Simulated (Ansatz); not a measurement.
# Sr on Hf(0001): change of the work function, part 2 of 5

Aim: the work function of Hf(0001) at several coverages of Sr (top site), and the dipole that each adsorbate carries.

Ansatz 0.2.0; plane-wave DFT, PBEsol, Ansatz PAW.

So far, work function, upper face (eV): step 2 (the clean slab) 4.38.

## (3) The covered slab, k-mesh 4×4×1, coverage 0.111 ML

System of this step: Sr/Hf(0001). The cell holds 37 atoms: 36 Hf and 1 Sr. Its edges and angles: a = 9.600 Å, b = 9.600 Å, c = 29.321 Å, α = 90.0°, β = 90.0°, γ = 60.0°. Vacuum lies along c.

The clean slab as it ended is repeated in the plane and the adsorbate is set on one face; the cell's size fixes the coverage, and the k-mesh shrinks with it to keep the sampling density about even. Adsorbate and upper layers relax, since the dipole depends on the height.

Input file input.yaml:

```yaml
crystal:
  lattice:
    - [9.6, 0.0, 0.0]
    - [4.8, 8.3138438763, 0.0]
    - [0.0, 0.0, 29.3207626968]
  atoms:
    - { symbol: Hf, position: [0.2222222222, 0.2222222222, 0.3069497234] }
    - { symbol: Hf, position: [0.0, 0.0, 0.3932776278] }
    - { symbol: Hf, position: [0.2222222222, 0.2222222222, 0.481177092] }
    - { symbol: Hf, position: [0.0, 0.0, 0.5605503126] }
    - { symbol: Hf, position: [0.2222222222, 0.5555555556, 0.3069497234] }
    - { symbol: Hf, position: [0.0, 0.3333333333, 0.3932776278] }
    - { symbol: Hf, position: [0.2222222222, 0.5555555556, 0.481177092] }
    - { symbol: Hf, position: [0.0, 0.3333333333, 0.5605503126] }
    - { symbol: Hf, position: [0.2222222222, 0.8888888889, 0.3069497234] }
    - { symbol: Hf, position: [0.0, 0.6666666667, 0.3932776278] }
    - { symbol: Hf, position: [0.2222222222, 0.8888888889, 0.481177092] }
    - { symbol: Hf, position: [0.0, 0.6666666667, 0.5605503126] }
    - { symbol: Hf, position: [0.5555555556, 0.2222222222, 0.3069497234] }
    - { symbol: Hf, position: [0.3333333333, 0.0, 0.3932776278] }
    - { symbol: Hf, position: [0.5555555556, 0.2222222222, 0.481177092] }
    - { symbol: Hf, position: [0.3333333333, 0.0, 0.5605503126] }
    - { symbol: Hf, position: [0.5555555556, 0.5555555556, 0.3069497234] }
    - { symbol: Hf, position: [0.3333333333, 0.3333333333, 0.3932776278] }
    - { symbol: Hf, position: [0.5555555556, 0.5555555556, 0.481177092] }
    - { symbol: Hf, position: [0.3333333333, 0.3333333333, 0.5605503126] }
    - { symbol: Hf, position: [0.5555555556, 0.8888888889, 0.3069497234] }
    - { symbol: Hf, position: [0.3333333333, 0.6666666667, 0.3932776278] }
    - { symbol: Hf, position: [0.5555555556, 0.8888888889, 0.481177092] }
    - { symbol: Hf, position: [0.3333333333, 0.6666666667, 0.5605503126] }
    - { symbol: Hf, position: [0.8888888889, 0.2222222222, 0.3069497234] }
    - { symbol: Hf, position: [0.6666666667, 0.0, 0.3932776278] }
    - { symbol: Hf, position: [0.8888888889, 0.2222222222, 0.481177092] }
    - { symbol: Hf, position: [0.6666666667, 0.0, 0.5605503126] }
    - { symbol: Hf, position: [0.8888888889, 0.5555555556, 0.3069497234] }
    - { symbol: Hf, position: [0.6666666667, 0.3333333333, 0.3932776278] }
    - { symbol: Hf, position: [0.8888888889, 0.5555555556, 0.481177092] }
    - { symbol: Hf, position: [0.6666666667, 0.3333333333, 0.5605503126] }
    - { symbol: Hf, position: [0.8888888889, 0.8888888889, 0.3069497234] }
    - { symbol: Hf, position: [0.6666666667, 0.6666666667, 0.3932776278] }
    - { symbol: Hf, position: [0.8888888889, 0.8888888889, 0.481177092] }
    - { symbol: Hf, position: [0.6666666667, 0.6666666667, 0.5605503126] }
    - { symbol: Sr, position: [0.0, 0.0, 0.6930502766] }
kpoints:
  mp_grid: { grid: [4, 4, 1] }
hamiltonian:
  xc: pbesol
scf:
  occupations: { method: fermi_dirac, width: 0.1 }
  convergence: { dr2_threshold: 1.0e-08 }
efield:
  axis: 3
  dipole_correction: true
  ramp_position: 0.97
  ramp_width: 0.06
relax:
  f_tol: 0.02
  max_steps: 60
  constraints:
    - { sites: [0, 1, 4, 5, 8, 9, 12, 13, 16, 17, 20, 21, 24, 25, 28, 29, 32, 33] }
output:
  bader: true
  write_potential: true
  write_density: true
  volumetric_format: npy
```

Launch:

```sh
$ ansatz run input.yaml --threads 4 --pin off --max-ram 12288MiB --backend cpu --events-out ev --progress --plain --runs-dir out
```

Numbers of over 12 decimals in the logs are rounded to 6 here.

The log of the run:

```text
[...]
Crystal: 37 atoms, lattice volume = 2340.175 Å³
Basis set: ecut = 420 eV, 45667 PW (Γ), exchange–correlation on 144×144×400 points (8 copies of the dense FFT grid, shifted against one another)
Bands: 568, of which v1, the nominal top of the filled ones, is band 473 counted from 1 (472 counted from 0)
Symmetry: 6 space group operations
[...]
k-points: 4 of 16 (time reversal used)
[...]
SCF iter   1: F=—  HF=-565002.760317 eV  |F-HF|=—  |Δ(HF+E_count)|=         —  Δρ=6.76e-3  dr2=2.70e1  ethr=1.77e-3  p=0.729 e·Å  D=5.63e-2 V/Å  ΔV_dip=-1.65 eV  dr2_dipole=1.95e-2  V_vac-E_F(+/−)=2.93/4.59 eV  ⟨swp⟩=8.5  Hψ=8304  notcnv=0  defer=10
[...]
SCF iter  12: F=-565001.971025 eV  HF=-565001.971025 eV  |F-HF|=1.94e-8  |Δ(HF+E_count)|=   1.55e-7  Δρ=2.88e-7  dr2=3.27e-9  ethr=1.06e-12  p=0.799 e·Å  D=6.18e-2 V/Å  ΔV_dip=-1.81 eV  dr2_dipole=3.32e-10  V_vac-E_F(+/−)=2.64/4.45 eV  ⟨swp⟩=12.8  Hψ=22470  notcnv=0
SCF 1 converged in 12 iterations: F = -565001.971025 eV  dr2 = 3.27e-9
[...]
relax step   1: F+E_penalty+E_count = -565001.97102500 eV  Δ(F+E_penalty+E_count) = +0.000e0 eV  max|allowed force component| = 1.270e0 eV/Å  Δτ_max = 0.0000 Å  (12 SCF iters, accepted)
[...]
SCF iter  11: F=-565002.230059 eV  HF=-565002.230059 eV  |F-HF|=3.73e-9  |Δ(HF+E_count)|=   3.26e-9  Δρ=1.88e-7  dr2=2.49e-9  ethr=1.06e-12  p=0.837 e·Å  D=6.47e-2 V/Å  ΔV_dip=-1.90 eV  dr2_dipole=4.51e-10  V_vac-E_F(+/−)=2.55/4.45 eV  ⟨swp⟩=10.0  Hψ=21977  notcnv=0
SCF 2 converged in 11 iterations: F = -565002.230059 eV  dr2 = 2.49e-9
relax step   2: F+E_penalty+E_count = -565002.23005878 eV  Δ(F+E_penalty+E_count) = -2.590e-1 eV  max|allowed force component| = 1.399e0 eV/Å  Δτ_max = 0.1947 Å  (11 SCF iters, accepted)
SCF iter   1: F=—  HF=-565002.549396 eV  |F-HF|=—  |Δ(HF+E_count)|=         —  Δρ=1.23e-3  dr2=4.39e-1  ethr=2.57e-4  p=0.837 e·Å  D=6.47e-2 V/Å  ΔV_dip=-1.90 eV  dr2_dipole=8.26e-2  V_vac-E_F(+/−)=2.56/4.45 eV  ⟨swp⟩=8.0  Hψ=6518  notcnv=0  defer=36
[...]
SCF iter  10: F=-565002.525511 eV  HF=-565002.525511 eV  |F-HF|=1.05e-9  |Δ(HF+E_count)|=   3.73e-9  Δρ=1.75e-7  dr2=2.09e-9  ethr=1.06e-12  p=0.864 e·Å  D=6.68e-2 V/Å  ΔV_dip=-1.96 eV  dr2_dipole=7.05e-10  V_vac-E_F(+/−)=2.49/4.45 eV  ⟨swp⟩=12.0  Hψ=21235  notcnv=0
SCF 3 converged in 10 iterations: F = -565002.525511 eV  dr2 = 2.09e-9
relax step   3: F+E_penalty+E_count = -565002.52551125 eV  Δ(F+E_penalty+E_count) = -2.955e-1 eV  max|allowed force component| = 1.299e0 eV/Å  Δτ_max = 0.1920 Å  (10 SCF iters, accepted)
[...]
relax step   4: F+E_penalty+E_count = -565002.76665093 eV  Δ(F+E_penalty+E_count) = -2.411e-1 eV  max|allowed force component| = 1.029e0 eV/Å  Δτ_max = 0.1959 Å  (9 SCF iters, accepted)
[...]
relax step   5: F+E_penalty+E_count = -565002.94660696 eV  Δ(F+E_penalty+E_count) = -1.800e-1 eV  max|allowed force component| = 6.350e-1 eV/Å  Δτ_max = 0.1950 Å  (10 SCF iters, accepted)
[...]
relax step   6: F+E_penalty+E_count = -565003.06138077 eV  Δ(F+E_penalty+E_count) = -1.148e-1 eV  max|allowed force component| = 4.094e-1 eV/Å  Δτ_max = 0.2000 Å  (10 SCF iters, accepted)
[...]
relax step   7: F+E_penalty+E_count = -565003.08195291 eV  Δ(F+E_penalty+E_count) = -2.057e-2 eV  max|allowed force component| = 2.279e-1 eV/Å  Δτ_max = 0.0627 Å  (9 SCF iters, accepted)
[...]
relax step   8: F+E_penalty+E_count = -565003.09038116 eV  Δ(F+E_penalty+E_count) = -8.428e-3 eV  max|allowed force component| = 3.924e-2 eV/Å  Δτ_max = 0.0603 Å  (10 SCF iters, accepted)
[...]
relax step   9: F+E_penalty+E_count = -565003.09048340 eV  Δ(F+E_penalty+E_count) = -1.022e-4 eV  max|allowed force component| = 2.251e-2 eV/Å  Δτ_max = 0.0043 Å  (7 SCF iters, accepted)
SCF iter   1: F=—  HF=-565003.092600 eV  |F-HF|=—  |Δ(HF+E_count)|=         —  Δρ=3.22e-5  dr2=1.54e-4  ethr=4.68e-8  p=0.777 e·Å  D=6.01e-2 V/Å  ΔV_dip=-1.76 eV  dr2_dipole=3.72e-6  V_vac-E_F(+/−)=2.69/4.45 eV  ⟨swp⟩=2.0  Hψ=3042  notcnv=0  defer=47
[...]
SCF iter   6: F=-565003.090498 eV  HF=-565003.090498 eV  |F-HF|=1.73e-8  |Δ(HF+E_count)|=   9.90e-9  Δρ=2.96e-7  dr2=3.54e-9  ethr=1.06e-12  p=0.778 e·Å  D=6.01e-2 V/Å  ΔV_dip=-1.76 eV  dr2_dipole=1.12e-10  V_vac-E_F(+/−)=2.69/4.45 eV  ⟨swp⟩=22.5  Hψ=25010  notcnv=0
SCF 10 converged in 6 iterations: F = -565003.090498 eV  dr2 = 3.54e-9
relax step  10: F+E_penalty+E_count = -565003.09049835 eV  Δ(F+E_penalty+E_count) = -1.496e-5 eV  max|allowed force component| = 5.212e-3 eV/Å  Δτ_max = 0.0012 Å  (6 SCF iters, accepted)
NSCF: frozen V_eff on 4 k-points
[...]
SCF converged after 6 iterations
Free energy (F): -565003.090498 eV
[...]
Internal energy: -565001.399262 eV  (E = F + TS)
E sigma→0 (E₀):  -565002.244880 eV
Entropy (-TS):   -1.691237 eV (-45.709 meV/atom)
Fermi energy:    4.737595 eV
Dipole field:    D = 0.060123 V/Å  (p = 0.777551 e·Å, saw-weighted, corrected)
Work function:   Φ+ = 2.6892 eV   Φ− = 4.4521 eV
[...]
--- Forces (eV/Å), atoms counted from 1 ---
  atom   1  Hf    -0.00419364    -0.00242120     0.88802864
  atom   2  Hf    -0.00000000    -0.00000000    -0.85974292
  atom   3  Hf    -0.00309464    -0.00178669    -0.00007723
  atom   4  Hf    -0.00000000    -0.00000000     0.00438489
  atom   5  Hf     0.00000000     0.00484240     0.88802864
  atom   6  Hf     0.09278204     0.03509323    -0.90770292
  atom   7  Hf     0.00000000     0.00357338    -0.00007723
  atom   8  Hf     0.00016832    -0.00111839    -0.00022541
  atom   9  Hf    -0.03003135     0.01733861     0.83029681
  atom  10  Hf     0.01599939    -0.09789822    -0.90770292
  atom  11  Hf     0.00159668    -0.00092184    -0.00244162
  atom  12  Hf     0.00105271     0.00041342    -0.00022541
  atom  13  Hf     0.00419364    -0.00242120     0.88802864
  atom  14  Hf     0.07678265     0.06280499    -0.90770292
  atom  15  Hf     0.00309464    -0.00178669    -0.00007723
  atom  16  Hf    -0.00088439     0.00070496    -0.00022541
  atom  17  Hf     0.01362910     0.00786877     0.88972859
  atom  18  Hf    -0.00000000    -0.00000000    -0.82354701
  atom  19  Hf     0.00166384     0.00096062    -0.00046237
  atom  20  Hf    -0.00000000    -0.00000000     0.00521157
  atom  21  Hf     0.00000000    -0.01573753     0.88972859
  atom  22  Hf    -0.01599939    -0.09789822    -0.90770292
  atom  23  Hf     0.00000000    -0.00192124    -0.00046237
  atom  24  Hf    -0.00105271     0.00041342    -0.00022541
  atom  25  Hf     0.00000000    -0.03467721     0.83029681
  atom  26  Hf    -0.07678265     0.06280499    -0.90770292
  atom  27  Hf     0.00000000     0.00184368    -0.00244162
  atom  28  Hf     0.00088439     0.00070496    -0.00022541
  atom  29  Hf    -0.01362910     0.00786877     0.88972859
  atom  30  Hf    -0.09278204     0.03509323    -0.90770292
  atom  31  Hf    -0.00166384     0.00096062    -0.00046237
  atom  32  Hf    -0.00016832    -0.00111839    -0.00022541
  atom  33  Hf     0.03003135     0.01733861     0.83029681
  atom  34  Hf    -0.00000000    -0.00000000    -0.68966842
  atom  35  Hf    -0.00159668    -0.00092184    -0.00244162
  atom  36  Hf    -0.00000000    -0.00000000    -0.00344883
  atom  37  Sr     0.00000000     0.00000000    -0.00084225
  max |Σ_I F_I| component: 4.47e-6 eV/Å
--- Band table (eV) ---
  k-point 0: bands = [... 469 lower, 4.7191, 4.7191, 4.7450, 4.7643, 4.7643, 4.7804, 4.7893, 4.7893, ... 91 higher]
  k-point 1: bands = [... 469 lower, 4.6102, 4.6668, 4.6911, 4.7235, 4.7391, 4.7784, 4.7811, 4.8648, ... 91 higher]
  k-point 2: bands = [... 469 lower, 4.5771, 4.5983, 4.7005, 4.7218, 4.7227, 4.7552, 4.8589, 4.8854, ... 91 higher]
  k-point 3: bands = [... 469 lower, 4.6152, 4.6474, 4.6745, 4.7470, 4.7706, 4.7836, 4.8264, 4.8320, ... 91 higher]
--- Relaxed structure (10 steps of the walk, 10 accepted, 0 SCFs on fresh bases) ---
  F+E_penalty+E_count = -565003.09049835 eV   max|allowed force component| = 5.212e-3 eV/Å
  atoms:
    - { symbol: Hf, position: [0.222222, 0.222222, 0.306950] }
    - { symbol: Hf, position: [0, 0, 0.393278] }
    - { symbol: Hf, position: [0.220372, 0.220372, 0.481745] }
    - { symbol: Hf, position: [-9.214537360755004e-19, 0, 0.552398] }
    - { symbol: Hf, position: [0.222222, 0.555556, 0.306950] }
    - { symbol: Hf, position: [-2.7755575615628914e-17, 0.3333333333, 0.393278] }
    - { symbol: Hf, position: [0.220372, 0.559256, 0.481745] }
    - { symbol: Hf, position: [-0.00179949, 0.328071, 0.562382] }
    - { symbol: Hf, position: [0.222222, 0.888889, 0.306950] }
    - { symbol: Hf, position: [0.0, 0.6666666667, 0.393278] }
    - { symbol: Hf, position: [0.231789, 0.884106, 0.478669] }
    - { symbol: Hf, position: [-0.00179949, 0.673729, 0.562382] }
    - { symbol: Hf, position: [0.5555555556, 0.222222, 0.306950] }
    - { symbol: Hf, position: [0.3333333333, -1.6503315231482128e-17, 0.393278] }
    - { symbol: Hf, position: [0.559256, 0.220372, 0.481745] }
    - { symbol: Hf, position: [0.328071, -0.00179949, 0.562382] }
    - { symbol: Hf, position: [0.555556, 0.555556, 0.306950] }
    - { symbol: Hf, position: [0.333333, 0.333333, 0.393278] }
    - { symbol: Hf, position: [0.554570, 0.554570, 0.481959] }
    - { symbol: Hf, position: [0.333333, 0.333333, 0.560627] }
    - { symbol: Hf, position: [0.555556, 0.888889, 0.306950] }
    - { symbol: Hf, position: [0.3333333333, 0.6666666667, 0.393278] }
    - { symbol: Hf, position: [0.554570, 0.890859, 0.481959] }
    - { symbol: Hf, position: [0.328071, 0.673729, 0.562382] }
    - { symbol: Hf, position: [0.888889, 0.2222222222, 0.306950] }
    - { symbol: Hf, position: [0.6666666667, -1.6503315231482128e-17, 0.393278] }
    - { symbol: Hf, position: [0.884106, 0.231789, 0.478669] }
    - { symbol: Hf, position: [0.673729, -0.00179949, 0.562382] }
    - { symbol: Hf, position: [0.888889, 0.555556, 0.306950] }
    - { symbol: Hf, position: [0.666667, 0.3333333333, 0.393278] }
    - { symbol: Hf, position: [0.890859, 0.554570, 0.481959] }
    - { symbol: Hf, position: [0.673729, 0.328071, 0.562382] }
    - { symbol: Hf, position: [0.888889, 0.888889, 0.306950] }
    - { symbol: Hf, position: [0.666667, 0.666667, 0.393278] }
    - { symbol: Hf, position: [0.884106, 0.884106, 0.478669] }
    - { symbol: Hf, position: [0.666667, 0.666667, 0.562034] }
    - { symbol: Sr, position: [-4.251078613988935e-18, 0, 0.655440] }
--- Bader charges: 37 sites ---
  site symbol  charge [e]  shift [e]
     0     Hf     -0.0580     0.0000
     1     Hf      0.0904     0.0000
     2     Hf      0.1275     0.0000
     3     Hf     -0.6303     0.0000
     4     Hf     -0.0581     0.0000
     5     Hf      0.0514     0.0000
     6     Hf      0.1275     0.0000
     7     Hf     -0.1347     0.0000
     8     Hf     -0.0584     0.0000
     9     Hf      0.0514     0.0000
    10     Hf      0.0367     0.0000
    11     Hf     -0.1346     0.0000
    12     Hf     -0.0581     0.0000
    13     Hf      0.0514     0.0000
    14     Hf      0.1275     0.0000
    15     Hf     -0.1347     0.0000
    16     Hf     -0.0554     0.0000
    17     Hf      0.0391     0.0000
    18     Hf      0.0815     0.0000
    19     Hf     -0.1372     0.0000
    20     Hf     -0.0554     0.0000
    21     Hf      0.0515     0.0000
    22     Hf      0.0814     0.0000
    23     Hf     -0.1346     0.0000
    24     Hf     -0.0584     0.0000
    25     Hf      0.0514     0.0000
    26     Hf      0.0367     0.0000
    27     Hf     -0.1347     0.0000
    28     Hf     -0.0554     0.0000
    29     Hf      0.0514     0.0000
    30     Hf      0.0814     0.0000
    31     Hf     -0.1346     0.0000
    32     Hf     -0.0584     0.0000
    33     Hf      0.0688     0.0000
    34     Hf      0.0366     0.0000
    35     Hf     -0.1662     0.0000
    36     Sr      1.0138     0.0000
  estimated error of the sums over rays = 6.4e-4 e
```

The job ended after 64 min (4 threads of Arm Neoverse V1, shared host; peak memory 7.7 GiB; 4.2 h of CPU time).

Relaxation path:

```
step  energy less that of the first step (eV)  largest force component (eV/Å)
   1                                   0.0000                          1.2702
   2                                  -0.2590                          1.3989
   3                                  -0.5545                          1.2994
   4                                  -0.7956                          1.0292
   5                                  -0.9756                          0.6350
   6                                  -1.0904                          0.4094
   7                                  -1.1109                          0.2279
   8                                  -1.1194                          0.0392
   9                                  -1.1195                          0.0225
  10                                  -1.1195                          0.0052
```

Forces are held to the 6 operations that the run works with; a distortion that breaks them can't arise in this run.

The atoms that moved most (Å):

```
atom      dx      dy      dz  length
Sr37   0.000   0.000  -1.103   1.103
 Hf4   0.000   0.000  -0.239   0.239
Hf35  -0.069  -0.040  -0.074   0.108
Hf11   0.069  -0.040  -0.074   0.108
Hf27   0.000   0.080  -0.074   0.108
Hf32   0.043  -0.044   0.054   0.081
 Hf8  -0.043  -0.044   0.054   0.081
Hf16  -0.059  -0.015   0.054   0.081
```

Final coordinates:

```xyz
37
Lattice="9.6000 0.0000 0.0000 4.8000 8.3138 0.0000 0.0000 0.0000 29.3208" Properties=species:S:1:pos:R:3
Hf    3.2000    1.8475    9.0000
Hf    0.0000    0.0000   11.5312
Hf    3.1734    1.8321   14.1251
Hf    0.0000    0.0000   16.1967
Hf    4.8000    4.6188    9.0000
Hf    1.6000    2.7713   11.5312
Hf    4.8000    4.6496   14.1251
Hf    1.5575    2.7275   16.4895
Hf    6.4000    7.3901    9.0000
Hf    3.2000    5.5426   11.5312
Hf    6.4689    7.3503   14.0349
Hf    3.2166    5.6013   16.4895
Hf    6.4000    1.8475    9.0000
Hf    3.2000    0.0000   11.5312
Hf    6.4266    1.8321   14.1251
Hf    3.1408   -0.0150   16.4895
Hf    8.0000    4.6188    9.0000
Hf    4.8000    2.7713   11.5312
Hf    7.9858    4.6106   14.1314
Hf    4.8000    2.7713   16.4380
Hf    9.6000    7.3901    9.0000
Hf    6.4000    5.5426   11.5312
Hf    9.6000    7.4065   14.1314
Hf    6.3834    5.6013   16.4895
Hf    9.6000    1.8475    9.0000
Hf    6.4000    0.0000   11.5312
Hf    9.6000    1.9271   14.0349
Hf    6.4592   -0.0150   16.4895
Hf   11.2000    4.6188    9.0000
Hf    8.0000    2.7713   11.5312
Hf   11.2142    4.6106   14.1314
Hf    8.0425    2.7275   16.4895
Hf   12.8000    7.3901    9.0000
Hf    9.6000    5.5426   11.5312
Hf   12.7311    7.3503   14.0349
Hf    9.6000    5.5426   16.4793
Sr    0.0000    0.0000   19.2180
```

Numbers from this step:

| Property | Result |
| --- | --- |
| energy at zero smearing | -565002.2449 eV |
| work function, upper face | 2.689 eV |
| work function, lower face | 4.452 eV |
| dipole along the normal | 0.7776 e·Å |
| step between the vacuum levels | -1.763 eV |

Running mean over 2.5312 Å of the planar mean; the ramp of the sawtooth is left out. Table of electron's electrostatic potential energy less the Fermi level by z:

```
z (Å)  electron's electrostatic potential energy less the Fermi level (eV)
    4                                                                 4.45
    5                                                                 4.43
    6                                                                 4.21
    7                                                                 2.40
    8                                                                -3.95
    9                                                                -7.31
   10                                                                -7.18
   11                                                                -7.13
   12                                                                -7.12
   13                                                                -7.00
   14                                                                -7.22
   15                                                                -8.15
   16                                                                -7.79
   17                                                                -6.30
   18                                                                -1.22
   19                                                                 1.43
   20                                                                 1.62
   21                                                                 2.45
   22                                                                 2.66
   23                                                                 2.68
   24                                                                 2.69
   25                                                                 2.69
   26                                                                 2.69
```

The relaxation took 10 steps and lowered the energy by 1.1 eV; the largest force on the free atoms ends at 0.0052 eV/Å.

The covered face has 2.69 eV, -1.69 eV against the clean one; the bare back face has moved by -0.00 eV, a measure of how thin the slab is.

(Part 2 of 5 ends here.)

[Logs are printed without paths, hosts, clocks, repeated set-up lines and the standing remarks that a program may print on its own settings, such as how far it seeks lower states.]

[Hosts, paths, dates, database ids (printed as entryN), source tags and the programs' standing remarks are cut or masked in the printed files.]

[Maps of the electrostatic potential energy from Ansatz leave out the sawtooth potential of an applied field or a dipole correction, so their vacuum need not be flat; planar profiles and work functions include it.]
